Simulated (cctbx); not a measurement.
## Resonant diffraction in ErTlTe3

Space group Pna2_1 (no. 33), a = 7.7270 Å, b = 6.8090 Å, c = 10.5570 Å, α = 90.00°, β = 90.00°, γ = 90.00°.

```
atom  mult.       x       y       z  Ueq (Å²)
 Tl1      4  0.0062  0.5115  0.7366    0.0033
 Er1      4  0.1021  0.0502  0.4882    0.0033
 Te1      4  0.0458  0.3571  0.9934    0.0041
 Te2      4  0.3124  0.3226  0.6705    0.0040
 Te3      4  0.3131  0.3248  0.3169    0.0041
```

The model is made up (kin elements in a known structure type, no relaxation), so it says nothing on whether the phase exists.

Calculated with cctbx: free-atom f′ and f″ from the Sasaki tables, no fine structure; amplitudes in electrons.

How do |F(hkl)| and |F(−h−k−l)| change across the Tl L3 edge?

```text
E (eV)    f'(Tl)   f''           |F|1 2 1        |F|1 1 0        |F|2 0 0        |F|0 0 2
  12058   -9.06   4.24      321.0/ 318.2    131.5/ 131.5    224.0/ 224.0     68.1/  67.0
  12408  -10.78   4.05      320.9/ 318.5    123.8/ 123.8    217.5/ 217.5     60.3/  59.1
  12538  -12.17   3.98      320.8/ 318.5    118.0/ 118.0    212.1/ 212.1     54.5/  53.3
  12598  -13.51   3.95      320.6/ 318.5    112.6/ 112.6    206.8/ 206.8     49.2/  48.0
  12628  -14.86   3.94      320.4/ 318.5    107.2/ 107.2    201.5/ 201.5     44.1/  42.9
  12643  -16.20   3.93      320.3/ 318.5    101.8/ 101.8    196.2/ 196.2     39.1/  37.8
  12650  -17.41   3.93      320.1/ 318.5     97.0/  97.0    191.5/ 191.5     34.8/  33.4
  12654  -18.71   3.92      320.0/ 318.5     91.9/  91.9    186.3/ 186.3     30.3/  28.9
  12662  -19.02  10.15      316.4/ 322.0     92.0/  92.0    189.2/ 189.2     25.8/  25.6
  12666  -17.56  10.14      316.6/ 322.0     97.8/  97.8    194.8/ 194.8     31.4/  31.0
  12673  -16.26  10.13      316.8/ 322.1    102.8/ 102.8    199.8/ 199.8     36.4/  35.9
  12688  -14.86  10.11      317.0/ 322.1    108.3/ 108.3    205.3/ 205.3     41.8/  41.3
  12718  -13.46  10.07      317.2/ 322.1    113.7/ 113.7    210.7/ 210.7     47.2/  46.7
  12808  -11.61   9.95      317.5/ 322.2    120.8/ 120.8    217.9/ 217.9     54.2/  53.7
  13058   -9.68   9.63      317.9/ 322.2    127.9/ 127.9    225.4/ 225.4     61.3/  60.7
```

The edge is at 12658 eV. f′ of Tl falls from -12.2 e at 12538 eV to -18.7 e at 4 eV below it, and f″ steps from 3.93 to 10.14 e across it. Over that approach |F| changes by -0 % (1 2 1), -22 % (1 1 0), -12 % (2 0 0) and -44 % (0 0 2): a reflection falls where Tl scatters in phase with the total and rises where it scatters against it; it hardly moves where the Tl term is small or cancels by symmetry or lies in quadrature to the total. The f″ term interferes with the normal scattering with opposite sign for the two Friedel mates. The largest Friedel difference in the scan is 4.7 % of the mean (0 0 2, at 12654 eV).

[Logs are printed without paths, hosts, clocks, repeated set-up lines and the standing remarks that a program may print on its own settings, such as how far it seeks lower states.]
